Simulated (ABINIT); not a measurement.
## Quasiparticle gap of SnO2 (Cassiterite) in ABINIT

Wanted: ground state, empty states, screening and self-energy for SnO2 (Cassiterite).

Method: PBE and many-body steps on it, plane waves, in ABINIT 10.8.3.

**What was measured.**

- Gap 3.6 eV: experimental gap quoted from earlier work; bulk crystal (quoted in “Study on the Photocatalytic Properties of Flower-Shaped SnO2”, 2022, pmc:9565917).

Report form: the programs' logs are mostly left out.

### Step 1. The starting structure

Symmetry: P4_2/mnm, No. 136, tetragonal system. Conventional cell: a = 4.738 Å, b = 4.738 Å, c = 3.187 Å, α = 90.00°, β = 90.00°, γ = 90.00°. Nearest to Sn lie 6 O at 2.05 to 2.06 Å. Nearest to O lie 3 Sn at 2.05 to 2.06 Å. Farther neighbours and most contacts between anions are not listed.

The cell and positions come from the Crystallography Open Database and are kept as given unless a step says otherwise.

### Step 2. Ground state

This step: ABINIT 10.8.3; DFT, PBE, plane waves, norm-conserving pseudopotentials.

The ground-state density comes first.

Input file run.abi:

```
acell 3*1.0 Angstrom
rprim 
  4.738000000000 0.000000000000 0.000000000000
  0.000000000000 4.738000000000 0.000000000000
  0.000000000000 0.000000000000 3.186500000000
ntypat 2
znucl 50 8
natom 6
typat 1 1 2 2 2 2
xred 
  0.000000000000 0.000000000000 0.000000000000
  0.500000000000 0.500000000000 0.500000000000
  0.307100000000 0.307100000000 0.000000000000
  0.192900000000 0.807100000000 0.500000000000
  0.692900000000 0.692900000000 0.000000000000
  0.807100000000 0.192900000000 0.500000000000
pp_dirpath "pseudos"
pseudos "Sn.upf, O.upf"
ecut 42
ngkpt 4 4 6
nshiftk 1
shiftk 0 0 0
kptopt 1
chksymbreak 0
nband 41
occopt 1
tolvrs 1e-10
nstep 60
prtwf 0
optforces 0
optstress 0
indata_prefix "in"
outdata_prefix "out"
tmpdata_prefix "tmp"
```

The run is started by

```sh
$ OMP_NUM_THREADS=1 mpirun -n 8 abinit run.abi > log
```

Elapsed: 38 s, on 8 MPI ranks of Arm Neoverse V1, shared host; peak memory 0.77 GiB.

This step gave:

| Item | Value |
| --- | --- |
| total energy | -13864.0888 eV |
| gap | 1.284 eV |
| k of the valence top | 0, 0, 0 |
| k of the conduction bottom | 0, 0, 0 |
| least direct gap | 1.284 eV |

The gap is direct, at Γ.

### Step 3. Empty states on the mesh, 2×2×4 mesh, 69 bands

The sums over transitions need many empty states on a uniform mesh; this step solves for them.

Edit run.abi of step 2 so:

```diff
@@ -19,3 +19,3 @@
 ecut 42
-ngkpt 4 4 6
+ngkpt 2 2 4
 nshiftk 1
@@ -24,9 +24,10 @@
 chksymbreak 0
-nband 41
-occopt 1
-tolvrs 1e-10
+iscf -2
+irdden 1
+istwfk *1
+nband 69
+nbdbuf 6
+tolwfr 1e-09
 nstep 60
-prtwf 0
-optforces 0
-optstress 0
+prtvol 0
 indata_prefix "in"
```

It took 22 s on 8 MPI ranks; peak memory 0.58 GiB; 2.9 min of CPU time.

Numbers from this step:

- gap: 1.284 eV
- k of the valence top: 0, 0, 0
- k of the conduction bottom: 0, 0, 0
- least direct gap: 1.284 eV
- k points computed: 9
- lowest point of the top converged band, above the valence top: 27.03 eV

On this mesh the gap is 1.284 eV.

### Step 4. Screening, 2×2×4 mesh, 63 bands, screening to 87.1 eV

The RPA dielectric matrix is built and inverted for each q.

This step: RPA screening on PBE, plane waves, norm-conserving pseudopotentials.

Edit run.abi of step 3 so:

```diff
@@ -24,10 +24,11 @@
 chksymbreak 0
-iscf -2
-irdden 1
 istwfk *1
-nband 69
-nbdbuf 6
-tolwfr 1e-09
-nstep 60
-prtvol 0
+occopt 1
+irdwfk 1
+optdriver 3
+nband 63
+ecuteps 3.2
+inclvkb 2
+awtr 1
+symchi 1
 indata_prefix "in"
```

Wall time 15 s (8 MPI ranks); peak memory 2.5 GiB.

Numbers from this step:

```yaml
eps_infinity_with_local_fields_on_this_mesh_along_the_program_s_q_direction: 5.059
the_same_without_local_fields: 5.221
plasma_frequency: 36.20 eV
plane_waves_in_the_screening_matrix: 137
```

Local fields lower ε∞ by 3 %. On a Γ-centred mesh this coarse the value itself is usually too large, while a short band sum pulls it down.

### Step 5. Self-energy, 2×2×4 mesh, 63 bands, screening to 87.1 eV

The self-energy is evaluated for the states that the input lists, and the levels follow from it, in one-shot runs by the linearised quasiparticle equation.

This step: G0W0 on PBE, plane waves, norm-conserving pseudopotentials.

Edit run.abi of step 4 so:

```diff
@@ -27,8 +27,15 @@
 irdwfk 1
-optdriver 3
+optdriver 4
 nband 63
+gwcalctyp 0
+ecutsigx 42
+symsigma 1
+nkptgw 1
+kptgw 
+  0.0000000000 0.0000000000 0.0000000000
+bdgw 
+  32 36
 ecuteps 3.2
-inclvkb 2
-awtr 1
-symchi 1
+irdscr 1
+ppmodel 1
 indata_prefix "in"
```

Elapsed: 3.5 s, on 8 MPI ranks; peak memory 1.3 GiB; 27 s of CPU time.

This step gave:

```
G0W0 gap on the points computed              : 2.881 eV
starting gap on the mesh                     : 1.284 eV
k of the valence top                         : 0, 0, 0
k of the conduction bottom                   : 0, 0, 0
Z at the valence top                         : 0.783
Z at the conduction bottom                   : 0.843
least direct G0W0 gap on the computed points : 2.881 eV
```

The gap on the mesh goes from 1.28 eV to 2.88 eV, a correction of +1.60 eV.

Limits: finite bands, cutoff and mesh; no spin-orbit coupling; coarse k mesh. v1 is the top filled band, c1 the lowest empty one. Levels before and after the correction, in eV, zero at the valence-band top of each column:

|  | conduction bottom | valence top |
| --- | --- | --- |
| Kohn-Sham | 1.28 | 0.00 |
| G0W0 | 2.88 | 0.00 |

|  | level | energy (eV) |
| --- | --- | --- |
| Kohn-Sham | Γ v3-v2 | -0.764 |
| Kohn-Sham | Γ v1 | 0.000 |
| Kohn-Sham | Γ c1 | 1.284 |
| Kohn-Sham | Γ c2 | 6.143 |
| G0W0 | Γ v3-v2 | -0.746 |
| G0W0 | Γ v1 | 0.000 |
| G0W0 | Γ c1 | 2.881 |
| G0W0 | Γ c2 | 8.350 |

### Step 6. Where the time went

Times are wall times on 8 MPI ranks of Arm Neoverse V1, shared host, good to a factor of about two.

| step | time | share | memory (GiB) |
| --- | --- | --- | --- |
| ground state | 38 s | 48 % | 0.77 |
| empty states on the mesh | 22 s | 28 % | 0.58 |
| screening | 15 s | 19 % | 2.5 |
| self-energy | 3.5 s | 4 % | 1.3 |

### Step 7. What came out

| Item | Value |
| --- | --- |
| PBE gap | 1.28 eV, direct |
| G0W0 gap on the mesh | 2.88 eV |
| GW settings | 2×2×4 mesh, 63 bands, screening to 87.1 eV, Godby-Needs plasmon pole |
| known limits | not at the basis limit; no spin-orbit coupling; coarse k mesh |

G0W0 moves the gap on the mesh from 1.28 eV to 2.88 eV (+1.60 eV), with Z of 0.78 and 0.84 at the edges. Local fields lower the RPA ε∞ on this mesh from 5.22 to 5.06; a Γ-centred mesh this coarse tends to raise both, most where the direct gap is narrow, while a short band sum lowers them. Only 1 of the mesh's irreducible points was corrected, so a valley elsewhere could overtake. The dearest step here is «ground state». Against experiment, by G0W0@PBE: the gap of 2.88 eV lies −0.72 eV from the measured 3.6 eV (kind not stated, quoted 2022). The calculation has static nuclei and no excitons; a measured gap holds zero-point and thermal motion, which mostly lowers it. Against the values above the computed gap that would widen the miss. An edge that is forbidden or weak in absorption could explain it, and so could too strong a screening: the start's gap is only 1.28 eV, the mesh is coarse, and one shot does not repair that. Bands and cutoff are finite, so the gap is not at the basis limit. The miss can reach some tenths of an eV and take either sign; the mesh is an error of its own. In the G0W0 run levels were corrected at 1 k point alone, so a gap called «on the mesh» is the least over those, and an edge elsewhere would be missed. The 2×2×4 mesh is coarse for this cell, which bears on the long-range parts of exchange and screening. The many-body steps are scalar-relativistic: spin-orbit coupling is not in them.

[Paths, hosts, dates, memory and timing lines, banners, echoed tables and standing remarks are left out of the program output.]

[Logs are printed without paths, hosts, clocks, repeated set-up lines and the standing remarks that a program may print on its own settings, such as how far it seeks lower states.]

[Runs of the session that timed out or met a known fault of the program may be left out.]

[Hosts, paths, dates, database ids (printed as entryN), source tags and the programs' standing remarks are cut or masked in the printed files.]

[G0W0 gaps are taken among the corrected bands and points alone; a level outside them can change the order at an edge.]

[Where Ansatz stands beside ABINIT at settings called matched, ABINIT's density can come from a denser mesh and the files from another edition; pairs whose starting gaps differed by over 0.03 eV were left out, so agreement reads better than it is.]
